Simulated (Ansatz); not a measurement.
# How fast states decay through Rb3Cl2F, part 3 of 3

Aim: relax a made-up compound, Rb3Cl2F, and see how good a tunnel barrier it would be. It is built by putting Rb for Na, F for Br in the Na3BrCl2 structure of space group P-3m1, with the volume rescaled by atomic radii. The parent structure comes from the Materials Project.

Ansatz 0.2.0; r2SCAN DFT, plane waves, PAW files (the session's first sound run).

So far. Step 4 (Decaying states in the gap): At the listed wavevectors the last open channel is at -0.25 eV and the next at +5.60 eV on the grid. At +2.75 eV, the grid energy nearest the filling level (the middle of the gap on the SCF mesh), the slowest state at the listed wavevectors decays with κ = 0.457 Å⁻¹, its amplitude falling by e over 2.2 Å. Through 1 nm of this crystal that state's transmission falls by exp(−2 × 0.457 Å⁻¹ × 10 Å) = 1.1e-4.

The structure was built from a prototype and need not be the compound's stable phase.

**6. Band edges at another level, cutoff 1500 eV**

This step: r2SCAN DFT, plane waves, JTH PAW files (Ansatz 0.2.0).

The edges again with JTH files, at the same atoms. Against that run the cutoff is 1500 eV against 500.

Input file input.yaml:

```yaml
crystal:
  lattice:
    - [4.4165928904, 0.0, 0.0]
    - [-2.2082964452, 3.8248816412, 0.0]
    - [0.0, 0.0, 10.9537520947]
  atoms:
    - { symbol: Rb, position: [0.0, 0.0, 0.5] }
    - { symbol: Rb, position: [0.3333333333, 0.6666666667, 0.1315901289] }
    - { symbol: Rb, position: [0.6666666667, 0.3333333333, 0.8684098711] }
    - { symbol: F, position: [0.0, 0.0, 0.0] }
    - { symbol: Cl, position: [0.3333333333, 0.6666666667, 0.6851351605] }
    - { symbol: Cl, position: [0.6666666667, 0.3333333333, 0.3148648395] }
kpoints:
  mp_grid: { grid: [6, 6, 2] }
  band_path: { path: [VBM, CBM], npoints: 30 }
scf:
  occupations: { method: fixed }
hamiltonian:
  xc: r2scan
  pseudopotentials: { kind: paw, source: jth }
output:
  eigenvalues: true
```

Launch:

```sh
$ ansatz run input.yaml --threads 2 --pin off --max-ram 4096MiB --backend cpu --events-out ev --progress --plain --runs-dir out
```

Numbers of over 12 decimals in the logs are rounded to 6 here.

The program printed:

```text
Warning: <dir> the checks of this Rb dataset prove no rule for summing its radial tables, as where they were carried onto another mesh than they were made on, and Gregory's rule is taken, under which a leading mesh point left out moves its sums only by what lay on the interval it spanned. That does not make them correct, and they differ from Quantum ESPRESSO's on this file; a re-export a fraction of a mesh step off can move them. hamiltonian.pseudopotentials.radial_quadrature: simpson_from_first_knot sums it by `pw.x`'s rule; on a PAW file no value gives `pw.x`'s numbers. What more to know: hamiltonian.pseudopotentials.radial_quadrature, in the input reference
Warning: <dir> the checks of this F dataset prove no rule for summing its radial tables, as where they were carried onto another mesh than they were made on, and Gregory's rule is taken, under which a leading mesh point left out moves its sums only by what lay on the interval it spanned. That does not make them correct, and they differ from Quantum ESPRESSO's on this file; a re-export a fraction of a mesh step off can move them. hamiltonian.pseudopotentials.radial_quadrature: simpson_from_first_knot sums it by `pw.x`'s rule; on a PAW file no value gives `pw.x`'s numbers. What more to know: hamiltonian.pseudopotentials.radial_quadrature, in the input reference
Warning: <dir> the checks of this Cl dataset prove no rule for summing its radial tables, as where they were carried onto another mesh than they were made on, and Gregory's rule is taken, under which a leading mesh point left out moves its sums only by what lay on the interval it spanned. That does not make them correct, and they differ from Quantum ESPRESSO's on this file; a re-export a fraction of a mesh step off can move them. hamiltonian.pseudopotentials.radial_quadrature: simpson_from_first_knot sums it by `pw.x`'s rule; on a PAW file no value gives `pw.x`'s numbers. What more to know: hamiltonian.pseudopotentials.radial_quadrature, in the input reference
[...]
Crystal: 6 atoms, lattice volume = 185.041 Å³
Basis set: ecut = 1500 eV, 24405 PW (Γ), exchange–correlation on 240×240×576 points (64 copies of the dense FFT grid, shifted against one another)
Bands: 30, of which v1, the nominal top of the filled ones, is band 24 counted from 1 (23 counted from 0)
Symmetry: 12 space group operations
[...]
k-points: 14 of 72
[...]
SCF iter   1: F=—  HF=-12819.218522 eV  |F-HF|=—  |Δ(HF+E_count)|=         —  Δρ=1.28e-1  dr2=2.99e1  dr2_τ=2.08e0  ethr=3.10e-3  ⟨swp⟩=8.9  Hψ=2714  notcnv=0  defer=54
[...]
SCF iter  10: F=-12812.636218 eV  HF=-12812.636218 eV  |F-HF|=1.27e-9  |Δ(HF+E_count)|=   1.66e-8  Δρ=1.12e-6  dr2=3.75e-9  dr2_τ=1.26e-9  ethr=2.08e-10  ⟨swp⟩=19.4  Hψ=3054  notcnv=0
SCF 1 converged in 10 iterations: F = -12812.636218 eV  dr2 = 3.75e-9
[...]
SCF converged after 10 iterations
Free energy (F): -12812.636218 eV
[...]
Internal energy: -12812.636218 eV  (E = F + TS)
E sigma→0 (E₀):  -12812.636218 eV
Fermi energy:    1.215639 eV
[...]
--- Band table (eV; the first three rows and the last of 14) ---
  k-point 0: bands = [... 20 lower, 1.0655, 1.0655, 1.2156, 1.2156, 6.7659, 8.8129, 8.8640, 9.1459, ... 2 higher]
  k-point 1: bands = [... 20 lower, 1.0864, 1.0864, 1.1965, 1.1965, 7.3771, 7.4951, 9.0432, 9.5259, ... 2 higher]
  k-point 2: bands = [... 20 lower, 0.9959, 1.0294, 1.0560, 1.1707, 7.3377, 8.8926, 9.0189, 9.1972, ... 2 higher]
  k-point 13: bands = [... 20 lower, 0.7877, 0.8632, 0.8632, 0.8895, 9.4031, 9.4031, 9.6005, 9.6005, ... 2 higher]
```

Run time: 2.2 min. Hardware: 2 threads of Intel Xeon Platinum 8175M at 2.50GHz (Skylake/Cascade Lake), shared host; peak memory 2.8 GiB.

This step gave:

* free energy: -12812.6362 eV
* Fermi energy: 1.216 eV
* gap on the k-mesh: 5.550 eV
* gap on path: 5.550 eV, by band count; negative where bands overlap
* direct gap on path: 5.550 eV

Levels at VBM (eV): -0.98, -0.89, -0.89, -0.79, -0.23, -0.15, -0.15, 0.00, 0.00, 5.55, 7.60, 7.65, 7.93.

The searched edges give 5.55 eV, as on the mesh.

**7. Complex bands at another level**

This step: r2SCAN DFT, plane waves, JTH PAW files; complex bands by layer matching along the plane's normal (Ansatz 0.2.0).

The complex bands at that level, over its own gap, at (0, 0) and (0.5, 0).

Input file input.yaml:

```yaml
crystal:
  lattice:
    - [4.41659289, 0.0, 0.0]
    - [2.208296445, 3.824881641, 0.0]
    - [0.0, 0.0, 10.953752095]
  atoms:
    - { symbol: Rb, position: [0.0, 0.0, 0.5] }
    - { symbol: Rb, position: [0.6666666667, 0.6666666667, 0.1315901289] }
    - { symbol: Rb, position: [0.3333333333, 0.3333333333, 0.8684098711] }
    - { symbol: F, position: [0.0, 0.0, 0.0] }
    - { symbol: Cl, position: [0.6666666667, 0.6666666667, 0.6851351605] }
    - { symbol: Cl, position: [0.3333333333, 0.3333333333, 0.3148648395] }
kpoints:
  mp_grid: { grid: [6, 6, 2] }
scf:
  occupations: { method: fixed }
hamiltonian:
  xc: r2scan
  pseudopotentials: { kind: paw, source: jth }
output:
  eigenvalues: true
  transmission:
    leads: [[0, 0]]
    kpoints: [[0.0, 0.0], [0.5, 0.0]]
    e_range: [-1.0, 6.55]
    de: 0.15
```

The program printed:

```text
Warning: <dir> the checks of this Rb dataset prove no rule for summing its radial tables, as where they were carried onto another mesh than they were made on, and Gregory's rule is taken, under which a leading mesh point left out moves its sums only by what lay on the interval it spanned. That does not make them correct, and they differ from Quantum ESPRESSO's on this file; a re-export a fraction of a mesh step off can move them. hamiltonian.pseudopotentials.radial_quadrature: simpson_from_first_knot sums it by `pw.x`'s rule; on a PAW file no value gives `pw.x`'s numbers. What more to know: hamiltonian.pseudopotentials.radial_quadrature, in the input reference
Warning: <dir> the checks of this F dataset prove no rule for summing its radial tables, as where they were carried onto another mesh than they were made on, and Gregory's rule is taken, under which a leading mesh point left out moves its sums only by what lay on the interval it spanned. That does not make them correct, and they differ from Quantum ESPRESSO's on this file; a re-export a fraction of a mesh step off can move them. hamiltonian.pseudopotentials.radial_quadrature: simpson_from_first_knot sums it by `pw.x`'s rule; on a PAW file no value gives `pw.x`'s numbers. What more to know: hamiltonian.pseudopotentials.radial_quadrature, in the input reference
Warning: <dir> the checks of this Cl dataset prove no rule for summing its radial tables, as where they were carried onto another mesh than they were made on, and Gregory's rule is taken, under which a leading mesh point left out moves its sums only by what lay on the interval it spanned. That does not make them correct, and they differ from Quantum ESPRESSO's on this file; a re-export a fraction of a mesh step off can move them. hamiltonian.pseudopotentials.radial_quadrature: simpson_from_first_knot sums it by `pw.x`'s rule; on a PAW file no value gives `pw.x`'s numbers. What more to know: hamiltonian.pseudopotentials.radial_quadrature, in the input reference
Engine: ansatz 0.2.0, x86_64-unknown-linux-gnu
Pseudopotentials: kind: paw
Pseudopotential: Rb, paw, valence charge 9, recommended cutoff 660 eV (normal), Rb.paw.azcp
Pseudopotential: F, paw, valence charge 7, recommended cutoff 1500 eV (normal), F.paw.azcp
Pseudopotential: Cl, paw, valence charge 7, recommended cutoff 930 eV (normal), Cl.paw.azcp
Functional definition: r2SCAN
  parameter k0 = 0.174
  parameter k1 = 0.065
  parameter a1 = 4.9479
  exchange = r2scan_x(k0 = k0, k1 = k1, a1 = a1)
  correlation = r2scan_c
Error: memory limit exceeded: the `transmission` phase of `transmission` needs 7.41 GiB against the run's memory maximum of 4.00 GiB; largest carriers: transmission 5.74 GiB, source scf tables 1.36 GiB, unmodelled-tail allowance 0.30 GiB, source scf state 0.01 GiB; this run sums exchange and correlation above basis.xc_grid: 1 (its plan line states the level, which a resume's fixed deck keeps): xc box scratch, where t [...]
with nothing else changed it takes a maximum of at least 7.42 GiB, with nothing to spare, and 8.16 GiB leaves up to a tenth: --max-ram 8.16GiB where that set the maximum, else more of the term that did, and with no share typed, where 8.16 GiB is over 0.88 of the host's memory or its container's limit, a share of 0.88 or more that holds the maximum too (--max-ram-frac F), where one does; The budget is ten elevenths of [...]
`transmission` follows the SCF: where the deck gives it k-points, a mesh or a band count of its own, those are what to reduce (not on a resume, whose deck is fixed)
```

Elapsed: 0.5 s, on 2 threads; peak memory 0.26 GiB.

The program refused the input before any cycle.

The program's message: “Error: memory limit exceeded: the `transmission` phase of `transmission` needs 7.41 GiB against the run's memory maximum of 4.00 GiB; largest carriers: transmission 5.74 GiB, source scf tables 1.36 Gi …”

**8. What came out**

* band gap: 5.57 eV
* least decay constant at mid-gap, normal to (001): 0.457 Å⁻¹
* least decay constant on a mesh, normal to (001): 0.456 Å⁻¹

**Reading.** With r2SCAN, the slowest decay at the wavevectors tried is κ = 0.457 Å⁻¹, normal to (001). Through such a film the transmission near mid-gap falls as exp(−2κd), a factor of ten every 2.5 Å. A free electron under a barrier of half the gap would need a mass of 0.29 mₑ to decay at this rate. The compound is made up by substitution; its stability against other phases and against distortions of the cell's symmetry was not tested. r2SCAN still narrows gaps, if less than LDA and GGA do, so real decay constants are likely larger.

[Logs are printed without paths, hosts, clocks, repeated set-up lines and the standing remarks that a program may print on its own settings, such as how far it seeks lower states.]

[Hosts, paths, dates, database ids (printed as entryN), source tags and the programs' standing remarks are cut or masked in the printed files.]
